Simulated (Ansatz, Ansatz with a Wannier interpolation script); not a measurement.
# From a coarse GW mesh to bands everywhere: PtSe2 (1T monolayer), part 2 of 2

Aim: the G0W0 bands of PtSe2 (1T monolayer) along the symmetry lines, with the gap off the mesh.

Ansatz 0.2.0; PBEsol, Wannier functions and G0W0, plane waves, PAW. Known limits of the many-body steps: not at the basis limit; no spin polarisation; d states lean on the start; no spin-orbit coupling.

So far. Step 3 (Wannier functions (Pt:5d Se:4p) on 24×24×1): Near the gap the model misses directly solved bands by 0.0 meV r.m.s. and by 0 meV at most in the window tested. This tests the starting bands, not the corrections carried with them. Step 4 (G0W0 at every point of the mesh: 12×12×1 mesh, 547 …): The gap on the mesh goes from 1.42 eV to 2.29 eV, a correction of +0.86 eV.

**5. Interpolating the corrections**

A script adds the corrections, carried to the Wannier functions and back, to the PBEsol levels, along the path and on a 26×26×1 mesh.

| Property | Result |
| --- | --- |
| G0W0 gap over the zone | 2.260 eV |
| valence top at | Γ |
| starting gap over the zone | 1.401 eV |
| least direct G0W0 gap | 2.460 eV |
| G0W0 gap on the mesh | 2.289 eV |
| valence width, start | 6.282 eV |
| valence width, G0W0 | 6.245 eV |
| gap by a rigid shift | 2.265 eV |

Levels solved directly plus the interpolated quasiparticle correction. Limits: finite bands, cutoff and mesh; gap short on this mesh; no spin polarisation; d states lean on the start; no spin-orbit coupling. The quasiparticle bands at the labelled points (eV, zero at the valence-band top of each set):

```tsv
point	band 22	band 23	band 24	band 25	band 26
Γ	-1.16	-0.70	0.00	0.00	4.01
halfway	-2.17	-0.59	-0.38	-0.26	2.29
M	-2.22	-1.96	-1.88	-1.50	3.41
halfway	-2.35	-2.33	-1.27	-0.98	2.89
K	-2.53	-2.41	-0.98	-0.98	2.75
halfway	-2.22	-0.89	-0.71	-0.05	2.68
Γ	-1.16	-0.70	0.00	0.00	4.01
```

The same for PBEsol:

```tsv
point	band 22	band 23	band 24	band 25	band 26
Γ	-1.22	-0.61	0.00	0.00	3.09
M	-2.35	-1.99	-1.90	-1.43	2.50
K	-2.60	-2.30	-0.98	-0.98	1.85
Γ	-1.22	-0.61	0.00	0.00	3.09
```

Corrections by starting level (eV, on the run's own energy scale, so only their differences matter):

```tsv
start	correction
-6.29	−0.28
-5.29	−0.33
-5.03	−0.33
-4.79	−0.22
-4.15	−0.32
-3.67	−0.29
-3.17	−0.28
-2.43	−0.22
-2.26	−0.24
-1.49	−0.35
-0.98	−0.32
-0.37	−0.33
-0.05	−0.32
0.00	−0.32
1.43	+0.55
1.85	+0.58
2.35	+0.58
3.09	+0.58
```

**6. PBEsol+SOC bands, for comparison**

Spin-orbit coupling can split or shift the edges; a non-collinear run measures by how much.

This step: DFT, PBEsol with spin-orbit coupling, plane waves, PAW.

input.yaml

```yaml
crystal:
  lattice:
    - [3.7030641636, 0.0, 0.0]
    - [-1.8515320818, 3.2069476375, 0.0]
    - [0.0, 0.0, 28.4]
  atoms:
    - { symbol: Pt, position: [0.0, 0.0, 0.5] }
    - { symbol: Se, position: [0.3333333333, 0.6666666667, 0.5455048101] }
    - { symbol: Se, position: [0.6666666667, 0.3333333333, 0.4544951899] }
  periodic: [true, true, false]
kpoints:
  mp_grid: { grid: [12, 12, 1] }
  band_path:
    path:
      - [0, 0, 0]
      - [0.5, 0, 0]
      - [0.3333333333333, 0.3333333333333, 0]
      - [0, 0, 0]
    npoints: 10
hamiltonian:
  xc: pbesol
scf:
  occupations: { method: fermi_dirac, width: 0.02 }
  n_extra_bands: 10
magnetization:
  noncollinear: true
  spin_orbit: true
output:
  eigenvalues: true
  forces: true
  stress: true
```

On the command line:

```bash
> ansatz run input.yaml --threads 12 --pin off --max-ram 27648MiB --backend cpu --events-out ev --progress --plain --runs-dir out
```

Numbers of over 12 decimals in the logs are rounded to 6 here.

Log:

```text
[...]
non-collinear run that drives no moment, with spin-orbit: no starting moment large enough to seed its density (crystal.atoms[].spin), no starting occupations that ask for one, no magnetisation constraint and no magnetic field, so the semilocal B_xc is pinned to zero
Crystal: 3 atoms, lattice volume = 337.265 Å³
Basis set: ecut = 420 eV, 6635 PW (Γ), exchange–correlation on 50×50×384 points (8 copies of the dense FFT grid, shifted against one another)
Bands: 60, of which v1, the nominal top of the filled ones, is band 50 counted from 1 (49 counted from 0)
Symmetry: 12 space group operations + 12 with time reversal
[...]
k-points: 19 of 144
Projection manifold: j_resolved (fully-relativistic pseudo-atomic orbitals)
[...]
SCF iter   1: F=—  HF=-23268.503658 eV  |F-HF|=—  |Δ(HF+E_count)|=         —  Δρ=3.63e-2  dr2=4.65e0  dr2_m=0.00e0 (ungated)  ethr=3.10e-3  |M|=0.00e0 ∫|m|=0.00e0 μB  |m|>n=0.0e0 m-floor=0.0e0 τ_xc=0.0e0  β_m=0.30  ⟨swp⟩=18.6  Hψ=4149  notcnv=0
[...]
spin=Noncollinear: Resta preconditioning applied to the charge; magnetization (m_x, m_y, m_z) channels mix plain (no charge-response kernel on spin).
SCF iter   2: F=—  HF=-23267.683234 eV  |F-HF|=—  |Δ(HF+E_count)|=   8.20e-1  Δρ=1.36e-2  dr2=3.67e-1  dr2_m=0.00e0 (ungated)  ethr=3.10e-3  |M|=0.00e0 ∫|m|=0.00e0 μB  |m|>n=0.0e0 m-floor=0.0e0 τ_xc=0.0e0  β_m=0.30  ⟨swp⟩=3.5  Hψ=1357  notcnv=0  defer=114
[...]
SCF iter   9: F=-23267.595879 eV  HF=-23267.595879 eV  |F-HF|=3.53e-9  |Δ(HF+E_count)|=   7.64e-8  Δρ=7.36e-7  dr2=2.06e-9  dr2_m=0.00e0 (ungated)  ethr=2.00e-10  |M|=0.00e0 ∫|m|=0.00e0 μB  |m|>n=0.0e0 m-floor=0.0e0 τ_xc=0.0e0  ⟨swp⟩=22.1  Hψ=3504  notcnv=0
SCF 1 converged in 9 iterations: F = -23267.595879 eV  dr2 = 2.06e-9
[...]
SCF converged after 9 iterations
Magnetization: |M| = 0.0000 μB,  M = (+0.0000, +0.0000, +0.0000) μB
Absolute magnetization: 0.0000 μB (∫|m|)
  site 0: m = (+0.0000, +0.0000, +0.0000) μB, |m| = 0.0000 μB  (R = 1.03 Å)
  site 1: m = (+0.0000, +0.0000, +0.0000) μB, |m| = 0.0000 μB  (R = 1.03 Å)
  site 2: m = (+0.0000, +0.0000, +0.0000) μB, |m| = 0.0000 μB  (R = 1.03 Å)
Free energy (F): -23267.595879 eV
[...]
Internal energy: -23267.595879 eV  (E = F + TS)
E sigma→0 (E₀):  -23267.595879 eV
Fermi energy:    -4.925373 eV
[...]
--- Forces (eV/Å), atoms counted from 1 ---
  atom   1  Pt     0.00000000     0.00000000     0.00000000
  atom   2  Se    -0.00000000    -0.00000000     0.03508364
  atom   3  Se     0.00000000     0.00000000    -0.03508364
  max |Σ_I F_I| component: 2.31e-18 eV/Å
--- 2D stress c σ (N/m, compression-positive) ---
        0.000119      -0.000000       0.000000
        0.000000       0.000119       0.000000
        0.000000       0.000000       0.000000
  P = ½ c Tr σ = 0.0001 N/m
--- Band table (eV; the first three rows and the last of 19) ---
  k-point 0: bands = [... 46 lower, -5.9093, -5.9093, -5.5361, -5.5361, -2.6829, -2.6829, -2.6199, -2.6199, ... 6 higher]
  k-point 1: bands = [... 46 lower, -5.8891, -5.8891, -5.5666, -5.5666, -3.1903, -3.1903, -2.7718, -2.7718, ... 6 higher]
  k-point 2: bands = [... 46 lower, -5.8336, -5.8336, -5.6618, -5.6618, -4.0429, -4.0429, -2.9935, -2.9935, ... 6 higher]
  k-point 18: bands = [... 46 lower, -6.7699, -6.7699, -6.6151, -6.6151, -3.8856, -3.8856, -3.8751, -3.8751, ... 6 higher]
  ° read free of the cell's end (the report's vacuum.weakly_bound_levels)
```

Elapsed: 13 s, on 12 threads of Intel Xeon 6975P-C (Granite Rapids), shared host; peak memory 3.1 GiB; 2.2 min of CPU time.

This step gave:

* filled bands: 50
* gap: 1.240 eV
* valence top at: Γ
* conduction bottom at: k = (0.000, 0.250, 0.000)
* least direct gap: 1.443 eV

The gap stands −0.18 eV against PBEsol.

The electronic bands at the labelled points (eV, zero at the top of the highest nominally filled band):

```tsv
point	band 47	band 48	band 49	band 50	band 51	band 52	band 53	band 54
Γ	-0.37	-0.37	0.00	0.00	2.85	2.85	2.92	2.92
halfway	-0.57	-0.57	-0.26	-0.26	1.24	1.24	2.45	2.45
M	-1.92	-1.92	-1.57	-1.57	2.31	2.31	2.62	2.62
halfway	-1.45	-1.45	-1.12	-1.12	1.80	1.80	2.14	2.14
K	-1.23	-1.23	-1.08	-1.08	1.65	1.65	1.66	1.66
halfway	-0.88	-0.88	-0.16	-0.16	1.60	1.60	1.72	1.72
Γ	-0.37	-0.37	0.00	0.00	2.85	2.85	2.92	2.92
```

**7. HSE06 bands, for comparison**

This step: DFT, HSE06, plane waves, PAW.

input.yaml: that of step 6 with these lines changed.

```diff
@@ -11,3 +11,3 @@
 kpoints:
-  mp_grid: { grid: [12, 12, 1] }
+  mp_grid: { grid: [6, 6, 1] }
   band_path:
@@ -20,12 +20,11 @@
 hamiltonian:
-  xc: pbesol
+  xc: hse06
 scf:
-  occupations: { method: fermi_dirac, width: 0.02 }
-  n_extra_bands: 10
-magnetization:
-  noncollinear: true
-  spin_orbit: true
+  occupations: { method: fixed }
+  n_extra_bands: 5
 output:
   eigenvalues: true
-  forces: true
-  stress: true
+  write_density: true
+  write_potential: true
+  elf: true
+  volumetric_format: npy
```

Log:

```text
[...]
davidson cushion auto → on  (no smearing: the cushion is to keep the highest requested band from converging to the state above it; pin scf.eigensolver.cushion to override)
Crystal: 3 atoms, lattice volume = 337.265 Å³
Basis set: ecut = 420 eV, 6635 PW (Γ)
Bands: 30, of which v1, the nominal top of the filled ones, is band 25 counted from 1 (24 counted from 0)
Symmetry: 12 space group operations
[...]
k-points: 7 of 36
[...]
SCF iter   1: F=—  HF=-23462.336256 eV  |F-HF|=—  |Δ(HF+E_count)|=         —  Δρ=2.50e-3  dr2=2.59e-2  ethr=1.77e-3  ⟨swp⟩=16.7  Hψ=1063  notcnv=3
[...]
SCF iter   4: F=-23462.332940 eV  HF=-23462.332896 eV  |F-HF|=4.40e-5  |Δ(HF+E_count)|=   6.12e-5  Δρ=1.32e-4  dr2=2.75e-5  ethr=1.55e-6  ⟨swp⟩=5.0  Hψ=544  notcnv=0  defer=3
SCF 1 stopped early in 4 iterations: F = -23462.332940 eV  dr2 = 2.75e-5
[...]
Exchange kernel: α = 0.2500, screened, ω = 0.2079 Å⁻¹, Wigner–Seitz truncation, v(0) = 1046.4879 eV·Å³, q-mesh 6×6×1, nearest image of the exchange supercell L = 22.22 Å, pair-density grid 18×18×125, without the augmentation charges, whose exchange is taken in its separable form by FFT convolution over the k-point mesh (sized by the pseudopotential files, 24×24×192 at the most), smooth part of the exact exchange by density-matrix convolution
Frozen-core exchange: fock
SCF iter   1: F=—  HF=-23467.603828 eV  |F-HF|=—  |Δ(HF+E_count)|=         —  Δρ=2.92e-3  dr2=1.17e-2  ethr=5.50e-7  ⟨swp⟩=13.1  Hψ=1231  notcnv=0
[...]
SCF iter   3: F=-23467.608155 eV  HF=-23467.608155 eV  |F-HF|=5.76e-9  |Δ(HF+E_count)|=   1.22e-7  Δρ=6.75e-6  dr2=7.28e-8  ethr=7.26e-10  ⟨swp⟩=3.7  Hψ=486  notcnv=0  defer=1
SCF 3 converged in 3 iterations: F = -23467.608155 eV  dr2 = 7.28e-8
hybrid outer 2: dexx = +2.817e-6 eV, tail = 2.75e-7 eV, Δε = 3.36e-3 eV (about 2.20e-4 eV left of the loop's levels)
[...]
WARN: The output density's exchange-correlation potential varies sharply where the density is thin. Do not read a vacuum level from v_tot or v_xc, or from such a field of the output density. On a cell that repeats whose density bears no net charge and no dipole along the vacuum's axis use v_es (v_loc + v_h of the components); under efield.dipole_correction with no amplitude use v_es + v_field, which holds any externa [...]
hybrid SCF converged: 2 outer / 10 inner (+4 warm-up), last move |dexx| = 2.82e-6 eV, tail = 2.75e-7 eV
Stability not checked: this state was not tested for a lower state beside it, because the functional holds exact exchange (a hybrid, or Hartree-Fock), whose exchange loop this test does not read (fock_operator; see scf.lower_state_search)
Free energy (F): -23467.608156 eV
Frozen-core exchange: fock
[...]
Internal energy: -23467.608156 eV  (E = F + TS)
E sigma→0 (E₀):  -23467.608156 eV
Fermi energy:    -6.176695 eV
[...]
--- Band table (eV; the first three rows and the last of 7) ---
  k-point 0: bands = [... 21 lower, -7.8812, -6.7958, -6.1767, -6.1767, -2.4086, -2.4086, -0.8319, -0.3454, ... 1 higher]
  k-point 1: bands = [... 21 lower, -8.6081, -6.6137, -6.3606, -6.3490, -3.8830, -2.7393, -0.1457, 0.0699, ... 1 higher]
  k-point 2: bands = [... 21 lower, -9.0764, -7.9207, -7.3081, -6.9051, -3.7030, -2.7692, -0.2894, 1.1361, ... 1 higher]
  k-point 6: bands = [... 21 lower, -9.6761, -8.6882, -7.6437, -7.6437, -3.6601, -3.6601, 1.0699, 2.8960, ... 1 higher]
  the weakly bound empty levels are not read free of the cell's end (exact_exchange)
```

Run time: 2.3 min. Hardware: 12 threads; peak memory 4.8 GiB; 23 min of CPU time.

Numbers from this step:

| Quantity | Value |
| --- | --- |
| filled bands | 25 |
| gap | 2.023 eV |
| valence top at | Γ |
| conduction bottom at | k = (0.250, 0.000, 0.000) |
| least direct gap | 2.219 eV |

The gap stands +0.60 eV against PBEsol.

Electronic bands along the path, in eV, zero at the top of the highest nominally filled band:

```tsv
point	band 22	band 23	band 24	band 25	band 26	band 27	band 28	band 29
Γ	-1.70	-0.62	0.00	0.00	3.77	3.77	5.34	5.83
halfway	-2.80	-0.93	-0.55	-0.27	2.02	3.35	6.31	6.70
M	-3.08	-2.52	-2.11	-1.59	3.21	3.53	5.66	7.06
halfway	-3.23	-2.94	-1.51	-1.40	2.65	3.03	6.54	8.17
K	-3.50	-2.51	-1.47	-1.47	2.52	2.52	7.25	9.07
halfway	-2.99	-1.10	-1.09	-0.13	2.44	2.56	6.89	6.91
Γ	-1.70	-0.62	0.00	0.00	3.77	3.77	5.34	5.83
```

**8. Results**

| Quantity | Value |
| --- | --- |
| PBEsol gap | 1.40 eV |
| G0W0 gap over the zone | 2.26 eV, indirect |
| least direct G0W0 gap, in the model | 2.46 eV |
| with the spin-orbit change | 2.08 eV |
| GW settings | 12×12×1 mesh, 547 empty bands, screening to 80 eV |
| known limits | not at the basis limit; no spin polarisation; d states lean on the start; no spin-orbit coupling |

**Reading.** The Wannier model follows the PBEsol bands to under 1 meV r.m.s. near the gap. The G0W0 gap over the zone is 2.26 eV, indirect, from Γ to k = (0.228, 0.000, 0.000); on the mesh alone it is 2.29 eV, and a rigid shift of the PBEsol bands would give 2.27 eV. The valence width in the model goes from 6.28 eV to 6.25 eV. PBEsol+SOC gives a gap of 1.24 eV on the same path, a spin-orbit change of −0.18 eV that would bring the G0W0 gap to 2.08 eV. HSE06 gives a gap of 2.02 eV on the same path. Against experiment, by G0W0@PBEsol with the spin-orbit change: the gap of 2.08 eV lies +0.18 eV from the measured 1.9 ± 0.05 eV (electronic, 8.5 K, on bilayer graphene on SiC(0001), 2023); the gap of 2.08 eV lies +0.08 eV from the measured 2 ± 0.1 eV (electronic, 77 K, on HOPG, 2021); the gap of 2.08 eV lies +0.13 eV from the measured 1.95 ± 0.05 eV (electronic, on bilayer graphene on SiC(0001), 2023). The computed sheet is free-standing; a substrate or cover screens it further and lowers both gap and binding, while the exciton line moves little. The calculation has static nuclei and no excitons; a measured gap holds zero-point and thermal motion, which mostly lowers it. Bands and cutoff are finite, so the gap is not at the basis limit. The miss can reach some tenths of an eV and take either sign; the mesh is an error of its own. Above the frozen window of the model the interpolated levels need not meet the computed ones, even at points of the mesh. The runs have no spin polarisation. For a closed low-spin shell that is the natural state; where a d or f shell is open it is a constraint, and the gap is then not the crystal's own. With d states at the gap, one-shot GW leans hard on its start.

[Paths, hosts, dates, memory and timing lines, banners, echoed tables and standing remarks are left out of the program output.]

[Logs are printed without paths, hosts, clocks, repeated set-up lines and the standing remarks that a program may print on its own settings, such as how far it seeks lower states.]

[Runs of the session that timed out or met a known fault of the program may be left out.]

[Hosts, paths, dates, database ids (printed as entryN), source tags and the programs' standing remarks are cut or masked in the printed files.]
